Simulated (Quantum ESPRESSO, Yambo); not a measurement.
# Quasiparticle gap of BiOBr (P4/nmm) in Yambo, part 3 of 3

How does a plane-wave GW calculation on BiOBr (P4/nmm) run from the first input to the gap?

Quantum ESPRESSO 7.5 and Yambo 5.3.0; PBEsol and many-body steps on it, plane waves. Known limits of the many-body steps: not at the basis limit; no spin-orbit coupling; coarse k mesh.

So far. Step 3 (Bands along the symmetry lines): The gap is 2.097 eV, −0.054 eV from the run before at this level. Step 4 (Empty states on the mesh, 4×4×2 mesh, 562 bands): On this mesh the gap is 2.212 eV. The earlier step found 2.150 eV, so this mesh misses an edge.

The database entry behind the starting cell differs from later determinations by our own check (0.1 to 0.3 % short, probably kX units), so it need not match the best structure at ambient conditions.

## Step 6: Screening and self-energy, 4×4×2 mesh, 256 bands, screening to 156.5 eV

Now the one-shot GW correction: screening in the RPA, then the self-energy of the levels asked for.

This step: G0W0 on PBEsol, plane waves, norm-conserving pseudopotentials.

gw2.in

```
HF_and_locXC
gw0
dyson
ppa
em1d
rim_cut
RandQpts= 1000000
RandGvec= 1 RL
EXXRLvcs= 72 Ry
VXCRLvcs= 288 Ry
Chimod= "HARTREE"
% BndsRnXp
 1 | 256 |
%
NGsBlkXp= 11.5 Ry
% LongDrXp
 1 | 1 | 1 |
%
% GbndRnge
 1 | 256 |
%
DysSolver= "n"
ExtendOut
PPAPntXp= 27.21138 eV
% QPkrange
 6 | 6 | 45 | 48 |
 2 | 2 | 45 | 48 |
 1 | 1 | 45 | 48 |
%
```

Command:

```sh
OMP_NUM_THREADS=1 mpirun -n 16 yambo -F gw2.in -J gw2 -C gw2 > gw2.log
```

The log of the run:

```text
 Yambo, version 5.3.0

 [02] CORE Variables Setup
 =========================

  [... cell, symmetries and grids as in the set-up ...]

  [02.05] Energies & Occupations
  ==============================

  [X] === General ===
  [X] Electronic Temperature                        :  0.000000  0.000000 [eV K]
  [X] Bosonic    Temperature                        :  0.000000  0.000000 [eV K]
  [X] Finite Temperature mode                       : no
  [X] El. density                                   :  0.74277E+24 [cm-3]
  [X] Fermi Level                                   :  9.549158 [eV]

  [X] === Gaps and Widths ===
  [X] Conduction Band Min                           :  2.212491 [eV]
  [X] Valence Band Max                              :  0.000000 [eV]
  [X] Filled Bands                                  :   46
  [X] Empty Bands                                   :    47   562
  [X] Direct Gap                                    :  2.276783 [eV]
  [X] Direct Gap localized at k                     :  2
  [X] Indirect Gap                                  :  2.212491 [eV]
  [X] Indirect Gap between kpts                     :   6   2
  [X] Last valence band width                       :  0.932722 [eV]
  [X] 1st conduction band width                     :  2.180240 [eV]

 [03] Transferred momenta grid and indexing
 ==========================================

 IBZ Q-points                                      :  12
 BZ  Q-points                                      :   32

 K/Q-points units:
 rlu = crystal or reduced units; cc = cartesian coordinates; iku = interal k-units

 Q [ 1]         [rlu]:  0.000000  0.000000  0.000000
 Q [ 2]         [rlu]:  0.000000  0.000000 -0.500000
 Q [ 3]         [rlu]:  0.000000  0.250000  0.000000
 Q [ 4]         [rlu]:  0.000000  0.250000 -0.500000
 Q [ 5]         [rlu]:  0.000000 -0.500000  0.000000
 Q [ 6]         [rlu]:  0.000000 -0.500000 -0.500000
 Q [ 7]         [rlu]:  0.250000  0.250000  0.000000
 Q [ 8]         [rlu]:  0.250000  0.250000 -0.500000
 Q [ 9]         [rlu]:  0.250000 -0.500000  0.000000
 Q [10]         [rlu]:  0.250000 -0.500000 -0.500000
 Q [11]         [rlu]: -0.500000 -0.500000  0.000000
 Q [12]         [rlu]: -0.500000 -0.500000 -0.500000

 [04] Coloumb potential Random Integration (RIM)
 ===============================================

  [04.01] RIM initialization
  ==========================

  * Diagonal components only detected *

  8 x (sBL volume)        :  0.074190 [a.u.]
  sBZ random points       :  1000000
  Points outside the sBZ  :   7992674
  RL volume               :  0.296761 [a.u.]
  Integrated volume       :  0.297034 [a.u.]

  [04.02] RIM integrals
  =====================

  Gamma point sphere radius             :  0.076220 [a.u.]
  Points outside the sphere             :   799854
  [Int_sBZ(q=0) 1/q^2]*(Vol_sBZ)^(-1/3) =:  7.677820
                                 should be <:  7.795600

  Summary of Coulomb integrals for non-metallic bands |Q|[au] RIM/Bare

  Q [1] 0.100000E-4 0.984892 * Q [2] 0.205826 1.039738
  Q [3] 0.212265 1.055944 * Q [4] 0.295670 1.048372
  Q [7] 0.300188 1.052397 * Q [8] 0.363974 1.035934
  Q [5] 0.424530 1.021008 * Q [6] 0.471795 1.018539
  Q [9] 0.474639 1.018885 * Q [10] 0.517346 1.016385
  Q [11] 0.600376 1.012713 * Q [12] 0.634678 1.011433

 [05] Dipoles
 ============

  [05.01] Setup: observables and procedures
  =========================================

  [WARNING] [x,Vnl] slows the Dipoles computation. To neglect it rename the ns.kb_pp file

 [06] Dynamic Dielectric Matrix (PPA)
 ====================================

 [SLK-Inversion]  Pools        :   4
 [SLK-Inversion]  BLACS grid   :  2  2

 [WR./gw2//ndb.pp]---------------------------------------------------------------
  Brillouin Zone Q/K grids (IBZ/BZ)                :   12   32   12   32
  RL vectors                                       :  10689 [WF]
  Coulomb cutoff potential                         : none
  Electronic Temperature                           :  0.000000 [K]
  Bosonic    Temperature                           :  0.000000 [K]
  PPA    diel. fun.  energies                      : Perdew, Burke & Ernzerhof SOL(X)+Perdew, Burke & Ernzerhof SOL(C)
  wavefunctions                                    : Perdew, Burke & Ernzerhof SOL(X)+Perdew, Burke & Ernzerhof SOL(C)
  Global Gauge                                     : length
  X matrix size                                    :   593
  X band range                                     :    1  256
  X e/h energy range                               : -1.000000 -1.000000 [eV]
  X Time ordering                                  : R
  X Hxc Kernel                                     : HARTREE
  X Drude frequency                                :  0.000000  0.000000
  X poles                                          :  100.0000 [o/o]
  RL vectors in the sum                            :  10689
  [r,Vnl] included                                 : yes
  Field direction                                  :  0.577350E-5  0.577350E-5  0.577350E-5
  BZ energy Double Grid                            : no
  BZ energy DbGd points                            : 0
  BZ Q point size factor                           : -1.000000
  X Optical Averaged directions                    : none

 [07] Local Exchange-Correlation + Non-Local Fock
 ================================================

 [VXC] Plane waves :   68823
 [EXS] Plane waves :   8537

 QP @ state[ 1 ] K range:  1  2
 QP @ state[ 1 ] b range:   45   48
 QP @ state[ 2 ] K range:   6   6
 QP @ state[ 2 ] b range:   45   48

 [xc] Functional : Perdew, Burke & Ernzerhof SOL(X)+Perdew, Burke & Ernzerhof SOL(C)
 [xc] LIBXC used to calculate xc functional
  PP Number of Atomic Species                      :  3
  NLCC RL compoments                               :   68823
  PP Number of Atomic Species                      :  3
  NLCC RL compoments                               :   68823

 [xc] E_xc :  -65.23795 [Ha]
      E_xc :  -130.4759 [Ry]

  Local XC kind (lXC) : Perdew, Burke & Ernzerhof SOL(X)+Perdew, Burke & Ernzerhof SOL(C)
  Non-Local XC kind (nlXC) : Hartree-Fock

  Corrections @ K [1] :  [eV]
 <45|nlXC|45> = -19.41793 -0.11679E-16 <45|lXC|45> = -14.96021  0.37763E-15
 <46|nlXC|46> = -18.25927  0.55338E-18 <46|lXC|46> = -14.41026 -0.37763E-15
 <47|nlXC|47> = -9.089256 -0.69527E-17 <47|lXC|47> = -12.99814  0.18882E-15
 <48|nlXC|48> = -9.764398 -0.77652E-18 <48|lXC|48> = -13.30756  0.000000

  Corrections @ K [2] :  [eV]
 <45|nlXC|45> = -19.83720 -0.60266E-17 <45|lXC|45> = -15.22907 -0.70806E-16
 <46|nlXC|46> = -19.49279 -0.18140E-17 <46|lXC|46> = -15.25310  0.000000
 <47|nlXC|47> = -8.526846  0.72140E-18 <47|lXC|47> = -12.24902 -0.94408E-16
 <48|nlXC|48> = -8.273117 -0.13391E-17 <48|lXC|48> = -12.29158 -0.28323E-15

  Corrections @ K [6] :  [eV]
 <45|nlXC|45> = -20.42130  0.12231E-16 <45|lXC|45> = -16.53695  0.94408E-16
 <46|nlXC|46> = -20.42129  0.78138E-17 <46|lXC|46> = -16.53696 -0.23602E-16
 <47|nlXC|47> = -9.823125 -0.12270E-17 <47|lXC|47> = -13.74190  0.94408E-16
 <48|nlXC|48> = -9.823131 -0.19023E-18 <48|lXC|48> = -13.74190  0.70806E-16

 [08] Dyson equation: Newton solver
 ==================================

  [08.01] G0W0 (W PPA)
  ====================

  [  GW  ] Bands range     :    1  256
  [GW/PPA] G damping       :  0.100000 [eV]

  QP @ state[ 1 ] K range:  1  2
  QP @ state[ 1 ] b range:   45   48
  QP @ state[ 2 ] K range:   6   6
  QP @ state[ 2 ] b range:   45   48

   Sc/G bands                                       :    1  256
   Sc/G damping                                     :  0.100000 ev
   Sc bands terminator                              : no
   Sx RL components                                 :   8537

   QP @ state[ 1 ] K range                          :  1  2
   QP @ state[ 1 ] b range                          :   45   48
   QP @ state[ 2 ] K range                          :   6   6
   QP @ state[ 2 ] b range                          :   45   48
   GF energies kind                                 : Perdew, Burke & Ernzerhof SOL(X)+Perdew, Burke & Ernzerhof SOL(C)
   GF WF`s kind                                     : Perdew, Burke & Ernzerhof SOL(X)+Perdew, Burke & Ernzerhof SOL(C)
   Xs energies kind                                 : Perdew, Burke & Ernzerhof SOL(X)+Perdew, Burke & Ernzerhof SOL(C)
   Xs WF`s kind                                     : Perdew, Burke & Ernzerhof SOL(X)+Perdew, Burke & Ernzerhof SOL(C)

 [11] Game Over & Game summary
```

Run time: 11 min. Hardware: 16 MPI ranks of Arm Neoverse V2, shared host; peak memory 15 GiB.

This step gave:

- G0W0 gap on the points computed: 3.649 eV
- starting gap on the mesh: 2.212 eV
- k of the valence top: 0, -0.5, -0.5
- k of the conduction bottom: 0, 0, -0.5
- least direct G0W0 gap on the computed points: 4.226 eV
- Z at the valence top: 0.7969
- Z at the conduction bottom: 0.8283

The gap on the mesh goes from 2.21 eV to 3.65 eV, a correction of +1.44 eV. The start differs from the 2.15 eV found before because the two sample other k points.

Limits: finite bands, cutoff and mesh; no spin-orbit coupling; coarse k mesh. v1 is the top filled band, c1 the lowest empty one. Levels before and after the correction, in eV, zero at the valence-band top of each column:

|  | conduction bottom | valence top |
| --- | --- | --- |
| Kohn-Sham | 2.21 | 0.00 |
| G0W0 | 3.65 | 0.00 |

|  | level | energy (eV) |
| --- | --- | --- |
| Kohn-Sham | (0 0 -0.5) v2 | -0.379 |
| Kohn-Sham | (0 0 -0.5) v1 | -0.064 |
| Kohn-Sham | (0 0 -0.5) c1 | 2.212 |
| Kohn-Sham | (0 0 -0.5) c2 | 2.546 |
| Kohn-Sham | (0 -0.5 -0.5) v2-v1 | 0.000 |
| Kohn-Sham | (0 -0.5 -0.5) c1-c2 | 4.214 |
| G0W0 | (0 0 -0.5) v2 | -0.888 |
| G0W0 | (0 0 -0.5) v1 | -0.577 |
| G0W0 | (0 0 -0.5) c1 | 3.649 |
| G0W0 | (0 0 -0.5) c2 | 4.061 |
| G0W0 | (0 -0.5 -0.5) v2-v1 | 0.000 |
| G0W0 | (0 -0.5 -0.5) c1-c2 | 5.761 |

## Step 7: Where the time went

Times are wall times on the hardware named with each run, good to a factor of about two.

| step | time | share | memory (GiB) |
| --- | --- | --- | --- |
| ground state | 19 s | 2 % | 1.4 |
| bands along the symmetry lines | 9.5 s | 1 % | 1.7 |
| empty states on the mesh | 2.3 min | 16 % | 3.2 |
| conversion and set-up | 3.6 s | 0 % | 0.25 |
| screening and self-energy | 11 min | 80 % | 15 |

## Step 8: What came out

```yaml
pbesol_gap: 2.10 eV, indirect
g0w0_gap_on_the_mesh: 3.65 eV
g0w0_gap_over_the_zone_rigid_shift: 3.53 eV
gw_settings: 4×4×2 mesh, 256 bands, screening to 156.5 eV, Godby-Needs plasmon pole
known_limits: not at the basis limit; no spin-orbit coupling; coarse k mesh
```

In words: G0W0 moves the gap on the mesh from 2.21 eV to 3.65 eV (+1.44 eV), with Z of 0.80 and 0.83 at the edges. The mesh misses the band edges by 0.12 eV in all; a rigid shift gives 3.53 eV for the zone. Only 3 of the mesh's irreducible points were corrected, so a valley elsewhere could overtake. The dearest step here is «screening and self-energy». Bands and cutoff are finite, so the gap is not at the basis limit. The miss can reach some tenths of an eV and take either sign; the mesh is an error of its own. In the G0W0 run levels were corrected at 3 k points alone, so a gap called «on the mesh» is the least over those, and an edge elsewhere would be missed. A denser mesh or path gives a starting gap of 2.10 eV: the GW mesh misses a band edge, so its gaps are not the fundamental one. The 4×4×2 mesh is coarse for this cell, which bears on the long-range parts of exchange and screening. Where an edge is built on 6p states of lead, bismuth or thallium, scalar-relativistic gaps usually stand too wide, by a few tenths to over one eV. The many-body steps are scalar-relativistic: spin-orbit coupling is not in them.

[Paths, hosts, dates, memory and timing lines, banners, echoed tables and standing remarks are left out of the program output.]

[Logs are printed without paths, hosts, clocks, repeated set-up lines and the standing remarks that a program may print on its own settings, such as how far it seeks lower states.]

[Runs of the session that timed out or met a known fault of the program may be left out.]

[Hosts, paths, dates, database ids (printed as entryN), source tags and the programs' standing remarks are cut or masked in the printed files.]
